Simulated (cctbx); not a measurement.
**Zn2W: solution and refinement**

Cell a = 7.4930 Å, b = 7.4930 Å, c = 7.4930 Å, α = 90.00°, β = 90.00°, γ = 90.00°; space group Fd-3m (no. 227, origin choice 1); content W8 Zn16.

Simulated single-crystal data (cctbx): Cu Kα, λ = 1.54184 Å, to d = 0.83 Å, 50 % of the full sphere, strongest reflection 20000 counts, noise from counting, a 3 % proportional error and a noise floor of 15 counts (s.d.); no absorption, and some extinction, which the refinements don't model.

1 earlier start (other random phases, and plain and normalised amplitudes in turn) led nowhere (symmetry correlation 0.93).

Charge flipping in P1 on plain amplitudes to 0.9 Å, δ = 1.1 σ, 30 % of the reflections treated as weak, 200 cycles:

```text
cycle      R  skewness
    0  0.543     0.15
   16  0.251     3.22
   32  0.246     3.34
   48  0.246     3.18
   64  0.257     3.22
   80  0.288     3.16
   96  0.269     3.21
  112  0.246     3.03
  128  0.264     3.17
  144  0.266     3.13
  160  0.253     3.00
  176  0.257     3.06
  192  0.280     3.14
origin shift          correlation  skewness
 0.202  0.199  0.322      0.881      0.12
 0.335  0.043  0.054      0.917      5.23
 0.398  0.397  0.166      0.867     -0.18
 0.029  0.161  0.049      0.898     -0.01
taken: symmetry correlation 0.917, skewness 5.23
peak      x       y       z  mult  height/sigma
Q1    0.0000  0.0000  0.0000    8     13.8
Q2    0.1250  0.1250  0.6250   16      5.0
Q3    0.1027  0.1027  0.8973   32      1.8
Q4    0.0000  0.0000  0.5000    8      0.8
Q5    0.0000  0.0000  0.1793   48      0.6
Q6    0.9897  0.1250  0.2603   96      0.5
Q7    0.0551  0.0551  0.3413   96      0.2
```

The origin is taken among those within 0.04 of the best correlation, by the skewness of the map.

It took 1.6 s on 1 thread of Arm Neoverse N1, with other jobs on the host, peak memory 0.07 GiB.

Q: Assign the peaks.

Heights go roughly as Z and multiplicities must add up to the content. First model: Q1 = W1 (8 in the cell, height 13.8) and Q2 = Zn1 (16 in the cell, height 5.0). Against the true structure, Q1 is W and Q2 is Zn; the other peaks are not atoms.

Least squares on F², isotropic:

```text
Rint 0.027, 30 unique reflections to 0.84 A
cycle     R1     wR2    GooF  max shift (A)
   1  0.0675  0.1388  11.244   0.00000
   2  0.0099  0.0167   1.353   0.00000
final R1 0.0099 wR2 0.0167 GooF 1.353  parameters 2  data/parameter 15.0
atom        x        y        z      Ueq    occ   su(xyz)  su(Uiso or U11)
W1     0.00000  0.00000  0.00000   0.0107  1.000  0.00000  0.0002
Zn1    0.12500  0.12500  0.62500   0.0143  1.000  0.00000  0.0003
difference map: max 0.34 min -0.53 rms 0.13
Q1    0.0533  0.0533  0.4467   32    0.35  1.54 A from Zn1
Q2    0.0603  0.0603  0.5603   32    0.25  0.84 A from Zn1
Q3    0.0172  0.1330  0.8670   96    0.21  1.42 A from W1
Q4    0.0591  0.0591  0.2983   96    0.18  1.57 A from Zn1
Q5    0.0000  0.0000  0.3333   48    0.16  1.36 A from Zn1
```

Anisotropic refinement:

```text
Rint 0.027, 30 unique reflections to 0.84 A
cycle     R1     wR2    GooF  max shift (A)
   1  0.0099  0.0167   1.379   0.00000
   2  0.0097  0.0160   1.323   0.00000
final R1 0.0097 wR2 0.0160 GooF 1.323  parameters 3  data/parameter 10.0
atom        x        y        z      Ueq    occ   su(xyz)  su(Uiso or U11)
W1     0.00000  0.00000  0.00000   0.0107  1.000  0.00000  0.0002
Zn1    0.12500  0.12500  0.62500   0.0143  1.000  0.00000  0.0002
difference map: max 0.85 min -0.63 rms 0.18
Q1    0.0520  0.0520  0.4480   32    0.87  1.54 A from Zn1
Q2    0.0526  0.0526  0.9474   32    0.60  0.68 A from W1
Q3    0.0516  0.0516  0.1710   96    0.41  1.39 A from W1
Q4    0.0442  0.0442  0.6618   96    0.38  0.90 A from Zn1
Q5    0.0402  0.1553  0.8447   96    0.36  1.67 A from W1
Q6    0.0000  0.0000  0.3958   48    0.21  1.33 A from Zn1
```

**Reading.** The refinement ends at R1 = 0.0097, wR2 = 0.0160, GooF = 1.32, with difference density between -0.63 and 0.85 e/Å³. Every site matches the true model in element, within 0.001 Å r.m.s., up to an allowed shift of origin.

True model:

| atom | mult. | x | y | z | Ueq (Å²) |
| --- | --- | --- | --- | --- | --- |
| W1 | 8 | 1/4 | 3/4 | 1/4 | 0.0109 |
| Zn1 | 16 | 3/8 | 1/8 | 3/8 | 0.0143 |

The model is made up (kin elements in a known structure type, no relaxation), so it says nothing on whether the phase exists.

[Middle refinement cycles are left out of these outputs.]

[Logs are printed without paths, hosts, clocks, repeated set-up lines and the standing remarks that a program may print on its own settings, such as how far it seeks lower states.]
